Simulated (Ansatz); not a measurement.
# LiPtF3 (built on the sites of a database entry of KPdF3): following an unstable mode, part 2 of 2

Aim: this structure of LiPtF3 (built on the sites of a database entry of KPdF3) is to be tested for unstable modes, and one is followed downhill.

Ansatz 0.2.0; DFT LDA, scalar-relativistic, plane waves, PAW.

So far, highest frequency on the path or at a solved wavevector (cm⁻¹): step 2 (the dispersion) 510. Also lowest frequency on the path (cm⁻¹): step 2 -225.

The structure was built from a prototype and need not be the compound's stable phase.

## 5. Energy along the mode, all amplitudes (two of the runs are shown above)

An imaginary frequency means negative curvature, so the energy should fall and then rise again as anharmonic terms take over.

Numbers from this step:

```
depth at the lowest point sampled  : 45.35 meV/atom
largest atomic shift at that point : 0.6 Å
```

Energy from the parent against largest atomic shift:

```csv
largest atomic shift (Å),energy from the parent (meV/atom)
0.000,0
0.040,-0.231
0.080,-0.924
0.140,-2.82
0.220,-6.88
0.320,-14.3
0.450,-27.1
0.600,-45.4
```

Displacement at unit largest shift by atom:

```csv
atom,x (Å),y (Å),z (Å),size
Li1,0.00,-1.00,0.00,1.00
Pt2,0.00,0.00,0.00,0.00
F3,0.00,0.00,0.00,0.00
F4,0.00,0.18,0.00,0.18
F5,0.00,0.18,0.00,0.18
```

The lowest of the steps tried is the last one, at 0.6 Å, 45.4 meV/atom below the parent; the bottom of the well need not coincide with a step.

## 6. Relaxation from the frozen mode

Starting from the lowest point found, all atoms and the cell are let go, so that strain and other modes of the same symmetry can join in.

The input, input.yaml:

```yaml
crystal:
  lattice:
    - [4.2088759491, 0.0, 0.0]
    - [0.0, 4.2088759491, 0.0]
    - [0.0, 0.0, 4.2088759491]
  atoms:
    - { symbol: Li, position: [0.5, 0.3574441235, 0.5] }
    - { symbol: Pt, position: [0.0, 0.0001250889, 0.0] }
    - { symbol: F, position: [0.0, 0.5001630546, 0.0] }
    - { symbol: F, position: [0.0, 0.0253136316, 0.5] }
    - { symbol: F, position: [0.5, 0.0253136316, 0.0] }
kpoints:
  mp_grid: { grid: [8, 8, 8] }
hamiltonian:
  xc: lda
scf:
  occupations: { method: methfessel_paxton, width: 0.2 }
output:
  forces: true
  stress: true
  eigenvalues: true
relax:
  adjacent_minimum: "off"
  f_tol: 0.002
  max_steps: 120
  cell: { stress_tol: 0.03 }
```

The run is started by

```bash
ansatz run input.yaml --threads 8 --pin off --max-ram 14336MiB --backend cpu --events-out ev --progress --plain --runs-dir out
```

Numbers of over 12 decimals in the logs are rounded to 6 here.

The log of the run:

```text
[...]
Crystal: 5 atoms, lattice volume = 74.559 Å³
Basis set: ecut = 420 eV, 1419 PW (Γ)
Bands: 26, of which v1, the nominal top of the filled ones, is band 21 counted from 1 (20 counted from 0)
Symmetry: 8 space group operations
[...]
k-points: 75 of 512 (time reversal used)
[...]
SCF iter   1: F=—  HF=-14825.815185 eV  |F-HF|=—  |Δ(HF+E_count)|=         —  Δρ=1.67e-2  dr2=1.41e-1  ethr=1.77e-3  ⟨swp⟩=5.2  Hψ=7367  notcnv=0
[...]
SCF iter   7: F=-14825.772748 eV  HF=-14825.772748 eV  |F-HF|=2.39e-8  |Δ(HF+E_count)|=   2.39e-8  S|Δr|=    0.00e0  Δρ=7.18e-6  dr2=1.97e-8  ethr=2.38e-10  ⟨swp⟩=4.7  Hψ=8403  notcnv=0
[...]
SCF 1 converged in 7 iterations: F = -14825.772748 eV  dr2 = 1.97e-8
[...]
relax step   1: F+E_penalty+E_count = -14825.77274821 eV  Δ(F+E_penalty+E_count) = +0.000e0 eV  max|allowed force component| = 5.589e-1 eV/Å  Δτ_max = 0.0000 Å  P = +0.188 GPa  Ω = 74.559 Å³  (7 SCF iters, dr2 threshold 1.00e-7 eV, accepted)
Crystal: 5 atoms, lattice volume = 75.105 Å³
[...]
SCF iter   7: F=-14825.913983 eV  HF=-14825.913983 eV  |F-HF|=3.01e-8  |Δ(HF+E_count)|=   1.01e-7  S|Δr|=    0.00e0  Δρ=1.49e-5  dr2=7.50e-8  ethr=1.16e-9  ⟨swp⟩=2.0  Hψ=6836  notcnv=0
SCF 2 converged in 7 iterations: F = -14825.913983 eV  dr2 = 7.50e-8
relax step   2: F+E_penalty+E_count = -14825.91398280 eV  Δ(F+E_penalty+E_count) = -1.412e-1 eV  max|allowed force component| = 5.756e-1 eV/Å  Δτ_max = 0.1954 Å  P = -0.301 GPa  Ω = 75.105 Å³  energy of the carried Pulay correction = -2.419e-3 eV  (7 SCF iters, dr2 threshold 5.00e-7 eV, accepted)
Crystal: 5 atoms, lattice volume = 75.621 Å³
[...]
SCF iter   7: F=-14826.044507 eV  HF=-14826.044507 eV  |F-HF|=1.07e-7  |Δ(HF+E_count)|=   1.82e-7  S|Δr|=    0.00e0  Δρ=2.04e-5  dr2=1.64e-7  ethr=1.19e-9  ⟨swp⟩=5.1  Hψ=7740  notcnv=0
SCF 3 converged in 7 iterations: F = -14826.044507 eV  dr2 = 1.64e-7
[...]
relax step   3: F+E_penalty+E_count = -14826.04450673 eV  Δ(F+E_penalty+E_count) = -1.305e-1 eV  max|allowed force component| = 4.930e-1 eV/Å  Δτ_max = 0.1952 Å  P = -0.653 GPa  Ω = 75.621 Å³  energy of the carried Pulay correction = -4.691e-3 eV  (7 SCF iters, dr2 threshold 5.00e-7 eV, accepted)
[... from here on, the SCF cycles and remarks between the steps are left out ...]
relax step   4: F+E_penalty+E_count = -14826.15422967 eV  Δ(F+E_penalty+E_count) = -1.097e-1 eV  max|allowed force component| = 3.281e-1 eV/Å  Δτ_max = 0.1951 Å  P = +0.453 GPa  Ω = 75.025 Å³  energy of the carried Pulay correction = -2.065e-3 eV  (7 SCF iters, dr2 threshold 5.00e-7 eV, accepted)
relax step   5: F+E_penalty+E_count = -14826.21369759 eV  Δ(F+E_penalty+E_count) = -5.947e-2 eV  max|allowed force component| = 1.775e-1 eV/Å  Δτ_max = 0.1958 Å  P = -0.506 GPa  Ω = 75.975 Å³  energy of the carried Pulay correction = -6.237e-3 eV  (6 SCF iters, dr2 threshold 5.00e-7 eV, accepted)
relax step   6: F+E_penalty+E_count = -14826.25252155 eV  Δ(F+E_penalty+E_count) = -3.882e-2 eV  max|allowed force component| = 9.223e-2 eV/Å  Δτ_max = 0.2000 Å  P = +0.421 GPa  Ω = 75.573 Å³  energy of the carried Pulay correction = -4.477e-3 eV  (6 SCF iters, dr2 threshold 5.00e-7 eV, accepted)
relax step   7: F+E_penalty+E_count = -14826.26120695 eV  Δ(F+E_penalty+E_count) = -8.685e-3 eV  max|allowed force component| = 1.486e-2 eV/Å  Δτ_max = 0.1462 Å  P = -0.041 GPa  Ω = 75.951 Å³  energy of the carried Pulay correction = -6.133e-3 eV  (6 SCF iters, dr2 threshold 5.00e-7 eV, accepted)
relax step   8: F+E_penalty+E_count = -14826.26170619 eV  Δ(F+E_penalty+E_count) = -4.992e-4 eV  max|allowed force component| = 2.519e-3 eV/Å  Δτ_max = 0.0269 Å  P = +0.000 GPa  Ω = 75.919 Å³  energy of the carried Pulay correction = -5.993e-3 eV  (5 SCF iters, dr2 threshold 8.26e-8 eV, accepted)
relax step   9: F+E_penalty+E_count = -14826.26169887 eV  Δ(F+E_penalty+E_count) = +7.329e-6 eV  max|allowed force component| = 2.744e-4 eV/Å  Δτ_max = 0.0061 Å  P = -0.006 GPa  Ω = 75.923 Å³  energy of the carried Pulay correction = -6.011e-3 eV  (6 SCF iters, dr2 threshold 3.96e-10 eV, accepted)
relax step  10: F+E_penalty+E_count = -14826.26937879 eV  Δ(F+E_penalty+E_count) = -7.680e-3 eV  max|allowed force component| = 2.735e-4 eV/Å  Δτ_max = 0.0000 Å  P = +0.168 GPa  Ω = 75.923 Å³  stress off target by 2.57e-1 GPa  SCF on the basis re-selected at this cell (its energy is not comparable with the rows above)  (7 SCF iters)
relax step  11: F+E_penalty+E_count = -14826.26876650 eV  Δ(F+E_penalty+E_count) = +6.123e-4 eV  max|allowed force component| = 8.815e-3 eV/Å  Δτ_max = 0.0013 Å  P = -0.050 GPa  Ω = 76.091 Å³  energy of the carried Pulay correction = -7.361e-4 eV  (4 SCF iters, dr2 threshold 1.65e-7 eV, accepted)
relax step  12: F+E_penalty+E_count = -14826.26895515 eV  Δ(F+E_penalty+E_count) = -1.886e-4 eV  max|allowed force component| = 2.683e-4 eV/Å  Δτ_max = 0.0013 Å  P = -0.001 GPa  Ω = 76.052 Å³  energy of the carried Pulay correction = -5.631e-4 eV  (5 SCF iters, dr2 threshold 9.69e-9 eV, accepted)
[...]
SCF iter   5: F=-14826.269596 eV  HF=-14826.269596 eV  |F-HF|=1.82e-12  |Δ(HF+E_count)|=    0.00e0  S|Δr|=    0.00e0  Δρ=1.08e-7  dr2=5.06e-12  ethr=1.00e-12  ⟨swp⟩=5.5  Hψ=8191  notcnv=0
SCF 13 converged in 5 iterations: F = -14826.269596 eV  dr2 = 5.06e-12
relax step  13: F+E_penalty+E_count = -14826.26959633 eV  Δ(F+E_penalty+E_count) = -6.412e-4 eV  max|allowed force component| = 2.694e-4 eV/Å  Δτ_max = 0.0000 Å  P = +0.005 GPa  Ω = 76.052 Å³  stress off target by 1.04e-2 GPa  SCF on the basis re-selected at this cell (its energy is not comparable with the rows above)  (5 SCF iters)
[...]
SCF converged after 5 iterations
[...]
Free energy (F): -14826.269596 eV
[...]
Internal energy: -14826.271231 eV  (E = F + TS)
E sigma→0 (E₀):  -14826.270005 eV
Entropy (-TS):   0.001635 eV (0.327 meV/atom)
Fermi energy:    5.571985 eV
[...]
--- Forces (eV/Å), atoms counted from 1 ---
  atom   1  Li     0.00000000    -0.00015609    -0.00000000
  atom   2  Pt     0.00000000     0.00010835     0.00000000
  atom   3  F      0.00000000    -0.00026888    -0.00000000
  atom   4  F      0.00000000     0.00015960     0.00000000
  atom   5  F     -0.00000000     0.00015960     0.00000000
  max |Σ_I F_I| component: 2.57e-6 eV/Å
--- Stress (GPa, compression-positive) ---
        0.010401       0.000000      -0.000000
        0.000000      -0.006201      -0.000000
       -0.000000      -0.000000       0.010401
  P = ⅓ Tr σ = 0.0049 GPa (0.049 kbar)
--- Band table (eV; the first three rows and the last of 75) ---
  k-point 0: bands = [... 17 lower, 2.8869, 3.1044, 3.1044, 3.9756, 4.1281, 6.0307, 11.1589, 13.3903, ... 1 higher]
  k-point 1: bands = [... 17 lower, 3.0335, 3.1071, 3.2503, 4.0625, 4.4101, 6.2470, 11.1270, 13.4018, ... 1 higher]
  k-point 2: bands = [... 17 lower, 3.1136, 3.3670, 3.5760, 4.0779, 4.9702, 6.9680, 10.8438, 13.4328, ... 1 higher]
  k-point 74: bands = [... 17 lower, 4.3985, 4.8344, 4.8344, 7.2096, 7.8005, 9.4813, 11.4594, 11.4594, ... 1 higher]
--- Relaxed structure (11 steps of the walk, 11 accepted, 2 SCFs on fresh bases) ---
  F+E_penalty+E_count = -14826.26959633 eV   max|allowed force component| = 2.694e-4 eV/Å   (the final SCF, on the basis selected at the relaxed cell)
  cell:  # Å, volume = 76.0524 Å³
    - [4.277478, 0, 0]
    - [0, 4.156594, 0.0]
    - [0, 0.0, 4.277478]
  atoms:
    - { symbol: Li, position: [0.5, 0.081718, 0.5] }
    - { symbol: Pt, position: [0, 0.081662, 0] }
    - { symbol: F, position: [0, 0.581666, 0] }
    - { symbol: F, position: [0, 0.081657, 0.5] }
    - { symbol: F, position: [0.5, 0.081657, 0] }
```

Elapsed: 45 s, on 8 threads of Arm Neoverse N1, shared host; peak memory 0.59 GiB.

Relaxation path:

```csv
step,energy less that of the first step (eV),largest force component (eV/Å),pressure (GPa),volume (Å³)
1,0.0000,0.5589,0.19,74.56
2,-0.1412,0.5756,-0.30,75.10
3,-0.2718,0.4930,-0.65,75.62
4,-0.3815,0.3281,0.45,75.02
5,-0.4410,0.1775,-0.51,75.98
6,-0.4798,0.0922,0.42,75.57
7,-0.4885,0.0149,-0.04,75.95
8,-0.4890,0.0025,0.00,75.92
9,-0.4890,0.0003,-0.01,75.92
10*,-0.4966,0.0003,0.17,75.92
11,-0.4960,0.0088,-0.05,76.09
12,-0.4962,0.0003,0.00,76.05
13*,-0.4968,0.0003,0.00,76.05
```

Relaxation steps marked * repeat the geometry before them on a plane-wave basis chosen anew for their cell, so energy and pressure can jump there.

The run keeps the 8 symmetry operations that it works with, so distortions that break them were not tested.

```csv
cell as run,before,after,change
a (Å),4.209,4.277,+1.6 %
b (Å),4.209,4.157,-1.2 %
c (Å),4.209,4.277,+1.6 %
volume (Å³/atom),14.91,15.21,+2.0 %
```

The atoms that moved most (Å, as changes of fractional coordinates times the final cell):

```csv
atom,dx,dy,dz,length
Li1,0.000,-1.146,0.000,1.146
Pt2,0.000,0.339,0.000,0.339
F3,0.000,0.339,0.000,0.339
F4,0.000,0.234,0.000,0.234
F5,0.000,0.234,0.000,0.234
```

The relaxed structure:

```xyz
5
Lattice="4.2775 0.0000 0.0000 0.0000 4.1566 0.0000 0.0000 0.0000 4.2775" Properties=species:S:1:pos:R:3 pbc="T T T"
Li    2.1387    0.3397    2.1387
Pt    0.0000    0.3394    0.0000
F     0.0000    2.4177    0.0000
F     0.0000    0.3394    2.1387
F     2.1387    0.3394    0.0000
```

Numbers from this step:

```
pressure        : 0.004867 GPa
volume per atom : 15.21 Å³
```

The distorted start has space group P4mm; the relaxation ends in P4/mmm.

## 7. The new phase in its own primitive cell

The relaxed structure is symmetrised, reduced to its primitive cell and relaxed tightly, as its phonons need.

input.yaml, the sections that differ from step 6:

```yaml
crystal:
  lattice:
    - [4.2774776329, 0.0, 0.0]
    - [0.0, 4.2774776329, 0.0]
    - [0.0, 0.0, 4.1565935601]
  atoms:
    - { symbol: Li, position: [0.5, 0.5, 0.5] }
    - { symbol: Pt, position: [0.0, 0.0, 0.5] }
    - { symbol: F, position: [0.0, 0.0, 0.0] }
    - { symbol: F, position: [0.0, 0.5, 0.5] }
    - { symbol: F, position: [0.5, 0.0, 0.5] }
relax:
  adjacent_minimum: "off"
  f_tol: 0.001
  max_steps: 60
  cell: { stress_tol: 0.01 }
# kpoints, hamiltonian, scf, output: as in step 6
```

The log of the run:

```text
[...]
Crystal: 5 atoms, lattice volume = 76.052 Å³
Basis set: ecut = 420 eV, 1477 PW (Γ)
Bands: 26, of which v1, the nominal top of the filled ones, is band 21 counted from 1 (20 counted from 0)
Symmetry: 16 space group operations
[...]
k-points: 75 of 512
[...]
--- Relaxed structure (2 steps of the walk, 2 accepted, 1 SCFs on fresh bases) ---
[...]
cell:  # Å, volume = 76.0552 Å³
    - [4.277602, 0, 0]
    - [0, 4.277602, 0]
    - [0, 0, 4.156507]
  atoms:
    - { symbol: Li, position: [0.5, 0.5, 0.5] }
    - { symbol: Pt, position: [0, 0, 0.5] }
    - { symbol: F, position: [0, 0, 0] }
    - { symbol: F, position: [0, 0.5, 0.5] }
    - { symbol: F, position: [0.5, 0, 0.5] }
[key lines of the parts left out:]
SCF converged after 5 iterations
Free energy (F): -14826.269604 eV
Fermi energy:    5.571376 eV
P = ⅓ Tr σ = 0.0013 GPa (0.013 kbar)
```

It took 5.3 s on 8 threads; peak memory 0.5 GiB.

Little changed from the start: no atom moved by 0.005 Å and no cell edge by 0.1 %.

This step gave:

```yaml
pressure: 0.001280 GPa
```

The forces vanish by symmetry and the pressure is 0.001 GPa, within the tolerances set. The cell now holds 15.21 Å³/atom.

## 8. Modes of the new phase

A relaxed structure may still be a saddle point, so its zone-centre modes are computed. No field response is asked, since the mesh shows no gap.

input.yaml, the sections that differ from step 7:

```yaml
crystal:
  lattice:
    - [4.2776016442, 0.0, 0.0]
    - [0.0, 4.2776016442, 0.0]
    - [0.0, 0.0, 4.1565070158]
  atoms:
    - { symbol: Li, position: [0.5, 0.5, 0.5] }
    - { symbol: Pt, position: [0.0, 0.0, 0.5] }
    - { symbol: F, position: [0.0, 0.0, 0.0] }
    - { symbol: F, position: [0.0, 0.5, 0.5] }
    - { symbol: F, position: [0.5, 0.0, 0.5] }
output:
  eigenvalues: true
phonons:
  method: dfpt
# kpoints, hamiltonian, scf: as in step 7
# relax: removed
```

The log of the run:

```text
zone centre: on kpoints.mp_grid the ground state, and the responses unless they are solved on pairs of k-points, stand on 125 of the mesh's 512 k-points, reduced under 8 symmetry operations, with k and −k counted as one. Each operation leaves every solved displacement unchanged or reverses it
[...]
Crystal: 5 atoms, lattice volume = 76.055 Å³
Basis set: ecut = 420 eV, 1477 PW (Γ), exchange–correlation on 60×60×60 points (8 copies of the dense FFT grid, shifted against one another)
Bands: 26, of which v1, the nominal top of the filled ones, is band 21 counted from 1 (20 counted from 0)
Symmetry: 16 space group operations
k-points: 125 of 512 (irreducible under 8 space group operations)
[...]
SCF iter   1: F=—  HF=-14826.314518 eV  |F-HF|=—  |Δ(HF+E_count)|=         —  Δρ=1.73e-2  dr2=1.46e-1  ethr=1.77e-3  ⟨swp⟩=5.2  Hψ=13425  notcnv=0
[...]
SCF iter   9: F=-14826.269608 eV  HF=-14826.269608 eV  |F-HF|=3.64e-12  |Δ(HF+E_count)|=  7.28e-12  S|Δr|=    0.00e0  Δρ=6.60e-8  dr2=6.56e-13  ethr=1.00e-12  ⟨swp⟩=6.9  Hψ=14120  notcnv=0
SCF 1 converged in 9 iterations: F = -14826.269608 eV  dr2 = 6.56e-13
[...]
DFPT response loops at Γ: preconditioner auto → none (partly filled bands, converged f_vac=0.292); β = 0.50; Broyden in place of MSR1
SCF converged after 9 iterations
[...]
Free energy (F): -14826.269608 eV
[...]
Internal energy: -14826.271241 eV  (E = F + TS)
E sigma→0 (E₀):  -14826.270016 eV
Entropy (-TS):   0.001633 eV (0.327 meV/atom)
Fermi energy:    5.571377 eV
[...]
--- Band table (eV; the first three rows and the last of 125) ---
  k-point 0: bands = [... 17 lower, 2.8866, 3.1040, 3.1040, 3.9751, 4.1276, 6.0303, 11.1582, 13.3902, ... 1 higher]
  k-point 1: bands = [... 17 lower, 2.8896, 3.3391, 3.3391, 3.9769, 4.4287, 6.3914, 11.0352, 13.4225, ... 1 higher]
  k-point 2: bands = [... 17 lower, 2.8967, 3.8186, 3.8186, 3.9811, 4.8368, 7.3604, 10.6859, 13.6507, ... 1 higher]
  k-point 124: bands = [... 17 lower, 4.3980, 4.8340, 4.8340, 7.2087, 7.8000, 9.4808, 11.4588, 11.4588, ... 1 higher]
--- Phonons (Γ-DFPT): 9 representative perturbations + reference, on 125 of 512 k-points (Σ response iterations 29) ---
  k mesh reduced under 8 symmetry operations, with k and −k counted as one. Each operation leaves every solved displacement unchanged or reverses it
  ASR residual: 2.776e-5 → 0.000e0 eV/Å²; symmetrization residual: 1.427e-6 eV/Å²
  ASR residual per site (eV/Å²): 3.63e-6 2.57e-5 2.78e-5 2.68e-5 2.68e-5
[...]
non-analytic LO–TO correction: not included (Born effective charges unavailable; polar crystals: no LO–TO splitting at Γ)
```

The job ended after 51 s (8 threads; peak memory 0.97 GiB; 6.1 min of CPU time).

This step gave:

```yaml
sum_rule_residual_before_enforcement: 2.78e-5 eV/Å²
point_group: 4/mmm
highest_optical_mode_at_the_zone_centre_no_lo_to_term: 516.6 cm⁻¹
lowest_optical_zone_centre_mode: -88.7 cm⁻¹
```

Patterns of degenerate modes are one choice out of their space. The modes at Γ (shares of kinetic energy by element, %) (negative means imaginary):

```csv
mode,frequency (cm⁻¹),symmetry,Li %,Pt %,F %
1,-88.7,Eu,52,1,47
2,-88.7,Eu,52,1,47
3,0.0,acoustic,3,75,22
4,0.0,acoustic,3,75,22
5,0.0,acoustic,3,75,22
6,92.7,A2u,55,12,32
7,120.9,Eu,4,2,94
8,120.9,Eu,4,2,94
9,162.0,B2u,0,0,100
10,165.4,Eu,41,12,47
11,165.4,Eu,41,12,47
12,205.6,A2u,42,3,55
13,478.2,Eu,0,10,90
14,478.2,Eu,0,10,90
15,516.6,A2u,0,9,91
```

Displacements in mode 2 (-88.7 cm⁻¹), the largest set to 1:
```
Li1  1.00  0.04  0.00
Pt2  0.02  0.00  0.00
F3  -0.04  0.00  0.00
F4  -0.57  0.00  0.00
F5   0.02 -0.02  0.00
```

Displacements in mode 8 (120.9 cm⁻¹), the largest set to 1:
```
Li1 -0.36  0.00  0.00
Pt2 -0.05  0.00  0.00
F3   1.00  0.01  0.00
F4  -0.33  0.00  0.00
F5  -0.05  0.00  0.00
```

Before it was imposed, the acoustic sum rule was missed by 2.8e-5 eV/Å². Small misses are needed for a sound result but don't prove that mesh and cutoff are converged. The lowest optical mode is imaginary, 88.7i cm⁻¹, so the energy falls along it.

## 9. Outcome

```yaml
unstable_mode_of_the_parent: q = (0, 0, 0), 220i cm⁻¹
depth_at_the_lowest_point_sampled: 45.4 meV/atom
largest_atomic_shift_at_that_point: 0.6 Å
space_group_reached_within_0p01_a: P4/mmm
energy_gained_over_the_parent_first_relaxation_on_the_mesh_of_the_frozen_mode: 145 meV/atom
volume_per_atom_phase_reached: 15.2 Å³
lowest_optical_zone_centre_mode_phase_reached: -88.7 cm⁻¹
highest_optical_mode_at_the_zone_centre_no_lo_to_term_phase_reached: 517 cm⁻¹
```

Along this mode the structure falls into P4/mmm, 145 meV/atom below the parent. At the parent's cell the well is 45.35 meV/atom deep on the steps tried, with its lowest point at a shift of 0.6 Å. That is the last step tried, so the steps alone don't bracket the bottom of the well. Relaxing atoms and cell changes the gain by +99.33 meV/atom against the lowest step (energies at zero smearing). Most of the total comes from this relaxation. The new phase still has an imaginary mode at the zone centre of its cell, so it is a saddle point on the way to a lower structure. Of the 6 patterns followed to their end from this parent, this one ends 67.9 meV/atom above the lowest, Imma. Each path keeps the symmetry of its pattern, so a lower phase may lie along a pattern not tried. With no gap, or one that is small against the smearing, the frequencies hang on the k mesh and the smearing, most of all near Kohn anomalies. Spin-orbit coupling is left out, which can matter for the heavy elements here. The starting cell was built on a prototype and not taken from a measurement, so the phase need not exist.

[Logs are printed without paths, hosts, clocks, repeated set-up lines and the standing remarks that a program may print on its own settings, such as how far it seeks lower states.]

[Hosts, paths, dates, database ids (printed as entryN), source tags and the programs' standing remarks are cut or masked in the printed files.]
